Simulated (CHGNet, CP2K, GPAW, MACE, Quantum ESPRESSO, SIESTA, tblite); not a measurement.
**How far do other methods lie from plane waves? Σ5 (001) twist boundary in Ge (77 atoms)**

Aim: forces, pressure of Σ5 (001) twist boundary in Ge (77 atoms) at one geometry, from other programs and methods, against plane-wave PBE.

Results are calculated, not measured.

### 1. The cell

The cell holds 77 atoms (77 Ge), with edges of 8.95, 8.95 and 22.56 Å. Recipe: diamond-structure Ge (a = 5.658 Å); two grains turned against each other by 36.87 deg about [001]; 1 x 1 coincidence cells, 2 lattice periods a grain, two boundaries a cell, upper grain shifted by [0.031, 0.71] of the boundary cell and opened by 0.2 Å, one atom of each pair nearer than 2.009 Å removed; minimised with a classical potential (one cell length free). Then every atom was moved at random, 0.02 Å r.m.s. a Cartesian component. The density is 5.14 g/cm³.

### 2. The reference input

Quantum ESPRESSO 7.5: Kohn-Sham DFT, PBE, SSSP efficiency 1.3.0 pseudopotentials, plane waves. Its input, pw.in:

```
&control
  calculation = 'scf'
  pseudo_dir = './pseudo'
  outdir = './tmp'
  disk_io = 'none'
  tprnfor = .true.
  tstress = .true.
/
&system
  ibrav = 0
  nat = 77
  ntyp = 1
  ecutwfc = 45
  ecutrho = 360
  nosym = .true.
  occupations = 'smearing'
  smearing = 'fd'
  degauss = 0.003675
/
&electrons
  conv_thr = 3.9e-07
  electron_maxstep = 100
  mixing_beta = 0.2
  mixing_mode = 'local-TF'
  diagonalization = 'david'
/
ATOMIC_SPECIES
Ge 72.630 Ge.upf
CELL_PARAMETERS angstrom
8.94608 0.00000 0.00000
0.00000 8.94608 0.00000
0.00000 0.00000 22.56460
ATOMIC_POSITIONS crystal
Ge 0.99609 0.98407 0.01230
Ge 0.19070 0.09108 0.07423
Ge 0.38016 0.19493 0.01400
Ge 0.59008 0.28977 0.07051
[... 71 atom lines left out ...]
Ge 0.83539 0.81846 0.94238
Ge 0.13021 0.39544 0.88269
K_POINTS gamma
```

```console
$ OMP_NUM_THREADS=1 mpirun -np 4 pw.x -in pw.in > output.txt
```

Wall time 8.2 min (4 MPI ranks of Arm Neoverse V1, shared host); peak memory 5.8 GiB; 33 min of CPU time.

It converged with an r.m.s. force component of 0.41 eV/Å and a pressure of 5.3 GPa.

### 3. The other programs

- CHGNet: machine-learned potential, published weights.
- CP2K 2026.2: Gaussian basis with GTH pseudopotentials and a plane-wave density; labels give functional, basis (MOLOPT sets; SR short-range, UZH the newer set with its own potentials), grid cutoff/relative cutoff and solver (OT: orbital transformation; TRS4, TC2, SIGN: linear-scaling purification with its sparsity filter), or its built-in tight binding.
- GPAW 26.7.0: PAW with atomic orbitals (LCAO), plane waves or a real-space grid of spacing h.
- MACE: machine-learned potential, published weights.
- SIESTA 5.4.2: numerical atomic orbitals, whose automatically made sets are far from complete, with PseudoDojo norm-conserving potentials that we converted to its format (checked against plane waves on the same files for H, C, O, Si, Ge and Ca alone); labels give functional, basis size, energy shift and mesh cutoff.
- tblite 0.8.0: extended tight binding, driven from Python.

All use the same cell and atoms, and the electronic-structure runs the same k-mesh.

### 4. All runs compared

Differences are against the reference: forces as r.m.s. over components, share as that over the reference's r.m.s. force, slope as the fitted ratio of a run's forces to the reference's.

| run | Δ force, r.m.s. (meV/Å) | share (%) | slope | Δ pressure (GPa) | cores | CPU time | memory (GiB) |
| --- | --- | --- | --- | --- | --- | --- | --- |
| reference | - | - | - | - | 4 | 33 min | 5.8 |
| CHGNet 0.3.0 potential | 231 | 56.8 | 0.578 | -0.437 | 1 | 3.5 s | 0.64 |
| CP2K PBE+D3, DZVP-UZH, 350/50 Ry, diagonalisation | 26.8 | 6.60 | 1.023 | -0.0405 | 2 | 3.4 min | 2.6 |
| CP2K PBE, DZVP-MOLOPT (SR for Ge), 350/50 Ry, diagonalisation | 25.2 | 6.21 | 1.032 | 0.915 | 2 | 2.5 min | 2.5 |
| CP2K PBE, DZVP-UZH, 122/50 Ry, diagonalisation (coarse) | 20.3 | 4.98 | 1.024 | 0.726 | 2 | 2.2 min | 0.86 |
| CP2K PBE, DZVP-UZH, 175/50 Ry, diagonalisation (coarse) | 20.2 | 4.97 | 1.024 | 0.727 | 2 | 2.4 min | 1.1 |
| CP2K PBE, DZVP-UZH, 350/30 Ry, diagonalisation (coarse) | 20.2 | 4.96 | 1.024 | 0.728 | 2 | 2.6 min | 2.6 |
| CP2K PBE, DZVP-UZH, 350/50 Ry, diagonalisation | 20.2 | 4.97 | 1.024 | 0.727 | 2 | 3.4 min | 2.6 |
| CP2K PBE, SZV-MOLOPT-SR, 350/50 Ry, diagonalisation (coarse) | 214 | 52.7 | 1.264 | -3.46 | 1 | 1.7 min | 2.4 |
| CP2K PBE, TZVP-UZH, 350/50 Ry, diagonalisation | 22.2 | 5.46 | 1.029 | 0.573 | 4 | 4.1 min | 4.4 |
| CP2K PBEsol, PBE potentials, DZVP-UZH, 350/50 Ry, diagonalisation | 28.1 | 6.91 | 1.036 | 0.0251 | 2 | 3.4 min | 2.6 |
| CP2K revPBE, PBE potentials, DZVP-UZH, 350/50 Ry, diagonalisation | 18.4 | 4.53 | 1.017 | 1.01 | 2 | 3.4 min | 2.6 |
| GPAW PBE, LCAO dzp, h 0.16 Å | 61.0 | 15.0 | 1.122 | - | 1 | 9.3 min | 3.1 |
| GPAW PBE, LCAO dzp, h 0.2 Å | 60.8 | 14.9 | 1.121 | - | 1 | 5.1 min | 1.6 |
| GPAW PBE, LCAO sz(dzp), h 0.2 Å (coarse) | 226 | 55.5 | 1.427 | - | 1 | 89 s | 1.2 |
| GPAW RPBE, LCAO dzp, h 0.2 Å | 83.1 | 20.4 | 1.168 | - | 1 | 5.1 min | 1.6 |
| MACE MP-0b2 small potential | 179 | 44.1 | 0.696 | -1.13 | 1 | 6.6 s | 0.67 |
| MACE MPA-0 medium potential | 124 | 30.6 | 0.856 | -1.04 | 1 | 8 s | 0.83 |
| SIESTA BLYP, PBE potentials, DZP, shift 0.01 Ry, mesh 300 Ry | 123 | 30.2 | 1.206 | 4.37 | 2 | 7.9 min | 1.8 |
| SIESTA PBE, DZ, shift 0.01 Ry, mesh 300 Ry (coarse) | 113 | 27.7 | 1.194 | 0.458 | 1 | 3.1 min | 0.96 |
| SIESTA PBE, DZP, shift 0.01 Ry, mesh 300 Ry | 111 | 27.2 | 1.190 | 1.51 | 2 | 8.4 min | 1.8 |
| SIESTA PBE, DZP, shift 0.01 Ry, mesh 700 Ry | 111 | 27.2 | 1.190 | 1.45 | 2 | 25 min | 4.8 |
| SIESTA PBE, SZP, shift 0.01 Ry, mesh 300 Ry (coarse) | 212 | 52.1 | 1.378 | 3.69 | 1 | 6 min | 1.4 |
| tblite GFN1-xTB | 187 | 46.1 | 0.700 | 0.408 | 1 | 10 s | 0.15 |

Rows marked coarse were listed beforehand as settings not expected to be converged; some can still land near the reference.

Times of the machine-learned potentials are mostly Python's start and the loading of weights.

CPU time is summed over cores on shared hosts, so it is rough.

### 5. Findings

Forces lie from 4.5 % (CP2K revPBE, PBE potentials, DZVP-UZH, 350/50 Ry, diagonalisation) to 57 % (CHGNet 0.3.0 potential) of the reference's r.m.s. force of 0.41 eV/Å away from it. The PBE runs in local orbitals, coarse settings apart, differ by 5.0 % (CP2K PBE, DZVP-UZH, 350/50 Ry, diagonalisation) to 27 % (SIESTA PBE, DZP, shift 0.01 Ry, mesh 700 Ry); basis, grid and potentials can all enter. Tight binding differs by 46 % (tblite GFN1-xTB); it is another model, with fitted parameters of its own, and the xTB methods hold dispersion. Machine-learned potentials differ by 31 % (MACE MPA-0 medium potential) to 57 % (CHGNet 0.3.0 potential); they were trained on other programs' data. Among those trained on PBE data the slope goes as low as 0.58, with a correlation of 0.84, so directions differ as well as sizes.

Rows with another functional or a dispersion term differ by 4.5 % (CP2K revPBE, PBE potentials, DZVP-UZH, 350/50 Ry, diagonalisation) to 30 % (SIESTA BLYP, PBE potentials, DZP, shift 0.01 Ry, mesh 300 Ry), which mixes the change of model with differences of basis and potentials, some of them made for another functional. Runs with settings chosen to be coarse differ by 5.0 % (CP2K PBE, DZVP-UZH, 350/30 Ry, diagonalisation) to 56 % (GPAW PBE, LCAO sz(dzp), h 0.2 Å), their programs' other errors included. GPAW PBE, LCAO sz(dzp), h 0.2 Å stiffens the forces by a factor of 1.43 while following their directions (correlation 0.971); the slopes of the 4 GPAW runs lie between 1.12 and 1.43. From CP2K PBE, DZVP-UZH, 122/50 Ry, diagonalisation to the finer CP2K PBE, DZVP-UZH, 350/50 Ry, diagonalisation the share goes from 4.98 to 4.97 %, so the grid isn't what parts these runs from the reference. From GPAW PBE, LCAO dzp, h 0.2 Å to the finer GPAW PBE, LCAO dzp, h 0.16 Å the share goes from 14.9 to 15.0 %, so the grid isn't what parts these runs from the reference. CP2K PBE, TZVP-UZH, 350/50 Ry, diagonalisation lies farther from the reference (5.5 %) than the smaller basis of CP2K PBE, DZVP-UZH, 350/30 Ry, diagonalisation (5.0 %). The nearest run uses another functional than the reference, so its closeness isn't agreement at one level. Pressures at PBE, coarse settings apart, lie +0.57 to +1.51 GPa from the reference's.

**Limits.** Periodic xTB results under one method name differ between programs and library versions. The potentials hold different valence shells: 1078 electrons in the reference, 308 in CP2K with TZVP-UZH and 308 in GPAW; this bears on time and differences. GPAW's setups keep the filled d shell of Ge in the core. The reference's pressure holds the uncorrected Pulay stress of its 45 Ry basis, so small pressure differences may be the reference's own error. Machine-learned potentials mimic data converged in k, so the reference's own k-point error enters their differences. The host structure and its lattice constant were typed by rule, without a check against the phase diagram. The electronic-structure runs sample only Γ, in a cell whose shortest periodic width is 9 Å, which is coarse for a cell with partly filled levels. The reference's pressure of 5.3 GPa reflects the volume that the recipe set, positions that aren't this level's minimum and the coarse k-sampling. Spin–orbit coupling is left out. Where levels are smeared, the DFT runs use Fermi–Dirac occupations at 580 K (0.05 eV), and energies are free energies. The atoms were displaced at random, and shares hang on the size of the forces that this gives. The reference's cutoffs and mesh weren't converged further here.

[Logs are printed without paths, hosts, clocks, repeated set-up lines and the standing remarks that a program may print on its own settings, such as how far it seeks lower states.]

[Hosts, paths, dates, database ids (printed as entryN), source tags and the programs' standing remarks are cut or masked in the printed files.]

[Cells were taken only where this reference lay near another plane-wave run.]
